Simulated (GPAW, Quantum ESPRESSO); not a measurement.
Consider C (Diamond, Fd-3m).

```xyz
2
Lattice="0.0000 1.7834 1.7834 1.7834 0.0000 1.7834 1.7834 1.7834 0.0000" Properties=species:S:1:pos:R:3 pbc="T T T"
C     2.6751    2.6751    2.6751
C     1.7834    1.7834    1.7834
```

Absorber: atom 1, with 4 C at 1.54 Å (tetrahedral, site symmetry -43m). Method: Quantum ESPRESSO XSpectra, PBE, full core hole (charged cell), 32-atom cell with 6.2 Å between holes, 5×5×5 k points, dipole transitions, Lorentzian half width 0.3 eV up to 4 eV, rising linearly to 2.5 eV at 25 eV (counted from xe0, 2.0 eV below the zero used here).

Q: Where do the maxima of the C K edge fall?

Main maxima up to 24 eV above the zero (height): 1.6 eV (3.38), 3.3 eV (2.22) and 16.3 eV (0.69). A K edge sees empty p states; a tetrahedral site has σ* states alone, so there is no π* peak. The total-energy difference plus the lowest empty eigenvalue puts the zero at 294.35 eV. One term is added: -6.71 eV, since the hole is spin-paired here and a spin-polarised one costs that much less in the free atom (computed apart). The photon energy is then 287.64 eV. The functional and the charged cell's background leave an error of a few eV in such absolute values.

The C K spectrum (energy from the lowest empty level; intensity scaled to a mean of 1 over the first 20 eV; the points at xe0, where the cut of filled states can leave a spike, are interpolated):

| E (eV) | intensity |
| --- | --- |
| -2.0 | 0.07 |
| -1.0 | 0.13 |
| 0.0 | 0.44 |
| 1.0 | 1.91 |
| 2.0 | 2.76 |
| 3.0 | 1.93 |
| 4.0 | 1.72 |
| 5.0 | 1.13 |
| 6.0 | 1.04 |
| 7.0 | 1.04 |
| 8.0 | 1.02 |
| 9.0 | 0.90 |
| 10.0 | 0.77 |
| 11.0 | 0.60 |
| 12.0 | 0.48 |
| 13.0 | 0.44 |
| 14.0 | 0.51 |
| 15.0 | 0.62 |
| 16.0 | 0.68 |
| 17.0 | 0.66 |
| 18.0 | 0.59 |
| 19.0 | 0.51 |
| 20.0 | 0.43 |
| 21.0 | 0.36 |
| 22.0 | 0.31 |
| 23.0 | 0.28 |
| 24.0 | 0.25 |
| 25.0 | 0.23 |
| 26.0 | 0.22 |
| 27.0 | 0.21 |
| 28.0 | 0.21 |
| 29.0 | 0.20 |
| 30.0 | 0.20 |
| 31.0 | 0.20 |
| 32.0 | 0.21 |

The holes are only 6.2 Å apart, so the shape is probably not converged with cell size; no larger cell was run here. Lifetime broadening is put in by hand, and intensities beyond about 20 eV depend on it and on the partial waves; weight that the partial waves miss at high energy is lost. The structure is a published determination, not relaxed.

[Banner, clock and machine lines of the logs are left out without a mark of their own.]

[Logs are printed without paths, hosts, clocks, repeated set-up lines and the standing remarks that a program may print on its own settings, such as how far it seeks lower states.]

[Hosts, paths, dates, database ids (printed as entryN), source tags and the programs' standing remarks are cut or masked in the printed files.]

[Lists of maxima count a maximum above −3 eV only where it reaches 4 % of the highest in the window and stands out from its surroundings by 2 % of it (1.5 % where it reaches 55 %); shoulders and weaker maxima are passed over, and of the rest the first, up to two pre-edge ones and the few strongest are named.]
